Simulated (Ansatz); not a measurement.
AlCo (Pm-3m): the Drude term of Re ε in the infrared

Re ε of AlCo (Pm-3m) at low photon energies is read from one computed spectrum; the carriers' damping was typed as γ = 0.1 eV.

The structure is cubic, space group Pm-3m (No. 221). The conventional cell has a = 2.819 Å, b = 2.819 Å, c = 2.819 Å, α = 90.00°, β = 90.00°, γ = 90.00°. Around Co on site b lie 8 Al at 2.44 Å. Around Al on site a lie 8 Co at 2.44 Å.

Method: Ansatz 0.2.0, PBE, independent particles, k-mesh 12×12×12 with interpolation inside its cells, Gaussian parameter 0.15 eV.

Launch of the response step: `ansatz run input.yaml --threads 4 --pin off --max-ram 8192MiB --backend cpu --events-out ev --progress --plain --runs-dir out`. The run took 8 s, on 4 threads of Intel(R) Xeon(R) 6975P-C (Granite Rapids) (shared host).

```
photon energy E (eV)  wavelength (µm)    Re ε
                0.25             4.96       ?
                0.30             4.13  -106.7
                0.35             3.54   -69.5
                0.40             3.10   -45.9
                0.50             2.48   -21.7
                0.60             2.07   -12.1
                0.70             1.77    -7.7
```

A Drude term over a constant background gives Re ε = ε_b − ωp²/(E² + γ²), linear in 1/(E² + γ²).

Working, on the rows shown:

| x = 1/(E² + γ²) (eV⁻²) | y = Re ε |
| --- | --- |
| 10 | -106.7 |
| 7.54717 | -69.5 |
| 5.88235 | -45.9 |
| 3.84615 | -21.7 |
| 2.7027 | -12.1 |
| 2 | -7.7 |

Means: x̄ = 5.3297, ȳ = -43.933. Σ(x − x̄)(y − ȳ) = -588.2, Σ(x − x̄)² = 47.22. Slope = -588.2 / 47.22 = -12.46; intercept = ȳ − slope · x̄ = 22.45. The line misses the rows shown by at most 5.2.

Question: Predict the last column of the withheld row from the fit.

Answer: At x = 13.793 the line gives y = -149.35. The run gave -166.5, so the extrapolation is off by 17, 11 % of the range in the table. Beyond its data the fit drifts from the curve.

Refitted with all rows, the slope is -13.6 and the intercept 27.49. These give ωp = √(−slope) = 3.69 eV, against 4.03 eV from the program's Fermi-surface sum, and an intercept of 27.5. Taking the program's Drude term off the rows leaves 57 at the lowest energy and 25 at the highest, so the background isn't constant: interband transitions lie in or near the window, and neither fitted number can be trusted. The values come from a sum over the points of one k-mesh and carry its error, which is largest for Fermi-surface quantities.

[Logs are printed without paths, hosts, clocks, repeated set-up lines and the standing remarks that a program may print on its own settings, such as how far it seeks lower states.]
